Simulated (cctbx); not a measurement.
## Diagnosing a refinement

Cell a = 9.7270 Å, b = 9.7270 Å, c = 3.9710 Å, α = 90.00°, β = 90.00°, γ = 120.00°; space group P-6 (no. 174). The compound is Lu2As7Ir12.

Simulated single-crystal data (cctbx): Ga Kα, λ = 1.3414 Å, to d = 0.83 Å, 80 % of the full sphere, strongest reflection 70000 counts, noise from counting, a 6 % proportional error and a noise floor of 8 counts (s.d.); no absorption.

An isotropic refinement with weights 1/σ² prints:

```text
Rint 0.041, 463 unique reflections to 0.83 A
cycle     R1     wR2    GooF  max shift (A)
   1  0.3007  0.6592  16.506   0.39092
  12  0.0201  0.0605   1.514   0.30654
final R1 0.0199 wR2 0.0562 GooF 1.408  parameters 25  data/parameter 18.5
atom        x        y        z      Ueq    occ   su(xyz)  su(Uiso or U11)
Ir1    0.78002  0.54128  0.50000   0.0179  1.000  0.00012  0.0002
Ir2    0.61357  0.71336  0.50000   0.0154  1.000  0.00012  0.0002
Ir3    0.54706  0.48573  0.00000   0.0108  1.000  0.00010  0.0002
Ir4    0.04920  0.77080  0.00000   0.0153  1.000  0.00012  0.0003
Lu1    0.00000  0.00000  0.50000   0.0145  1.000  0.00000  0.0006
Lu2    0.33333  0.66667  0.00000   0.0162  1.000  0.00000  0.0006
As1    0.66667  0.33333  0.00000   0.0176  1.000  0.00000  0.0008
As2    0.36803  0.44035  0.50000   0.0176  1.000  0.00029  0.0005
As3    0.77681  0.72594  0.00000   0.0276  1.000  0.00034  0.0007
As4    0.22151  0.44720  0.26159   1.0000  1.000  0.01065  0.0615
difference map: max 1.72 min -1.59 rms 0.36
Q1    0.9930  0.6462  0.5000    3    1.76  0.85 A from As2
Q2    0.3333  0.6667  0.0000    1    1.49  0.00 A from Lu2
Q3    0.2423  0.1979  0.5000    3    1.42  1.94 A from Ir1
Q4    0.4298  0.1656  0.5000    3    1.35  0.62 A from Ir1
Q5    0.1340  0.5247  0.0000    3    1.26  1.66 A from Ir3
Q6    0.0008  0.8630  0.0000    3    1.25  1.20 A from Ir4
```

**Question.** Can this result stand? If not, what is the likely fault?

Mend it. The fault: spurious atom: As4. Against the right model at the same level, R1 goes from 0.0186 to 0.0199 and GooF from 1.27 to 1.41 and As4 takes U = the program's ceiling. A site with no density behind it hides by a very large U or drifts. The fit had not settled when the cycles ran out.

The compound is Lu2As7Ir12. The right model at the same level gives:

```text
Rint 0.041, 463 unique reflections to 0.83 A
cycle     R1     wR2    GooF  max shift (A)
   1  0.1309  0.3819   9.520   0.11204
   2  0.0186  0.0512   1.275   0.00032
final R1 0.0186 wR2 0.0512 GooF 1.275  parameters 21  data/parameter 22.0
atom        x        y        z      Ueq    occ   su(xyz)  su(Uiso or U11)
Ir1    0.78001  0.54126  0.50000   0.0180  1.000  0.00011  0.0002
Ir2    0.61357  0.71340  0.50000   0.0155  1.000  0.00011  0.0002
Ir3    0.54707  0.48572  0.00000   0.0109  1.000  0.00009  0.0002
Ir4    0.04925  0.77084  0.00000   0.0155  1.000  0.00011  0.0002
Lu1    0.00000  0.00000  0.50000   0.0145  1.000  0.00000  0.0006
Lu2    0.33333  0.66667  0.00000   0.0164  1.000  0.00000  0.0005
As1    0.66667  0.33333  0.00000   0.0177  1.000  0.00000  0.0007
As2    0.36799  0.44038  0.50000   0.0178  1.000  0.00026  0.0005
As3    0.77682  0.72602  0.00000   0.0277  1.000  0.00030  0.0006
difference map: max 1.59 min -1.73 rms 0.31
Q1    0.9948  0.6471  0.5000    3    1.62  0.84 A from As2
Q2    0.4306  0.1636  0.5000    3    1.30  0.64 A from Ir1
Q3    0.1322  0.5229  0.0000    3    1.19  1.65 A from Ir3
Q4    0.2392  0.1988  0.5000    3    1.18  1.97 A from Ir1
Q5    0.0045  0.8654  0.0000    3    1.17  1.20 A from Ir4
Q6    0.4938  0.3085  0.5000    3    1.16  0.59 A from Ir1
```

The model was made for the exercise: a known structure type with other elements put in, its volume estimated, not relaxed; displacement parameters are assumed.

[Middle refinement cycles are left out of these outputs.]

[Logs are printed without paths, hosts, clocks, repeated set-up lines and the standing remarks that a program may print on its own settings, such as how far it seeks lower states.]
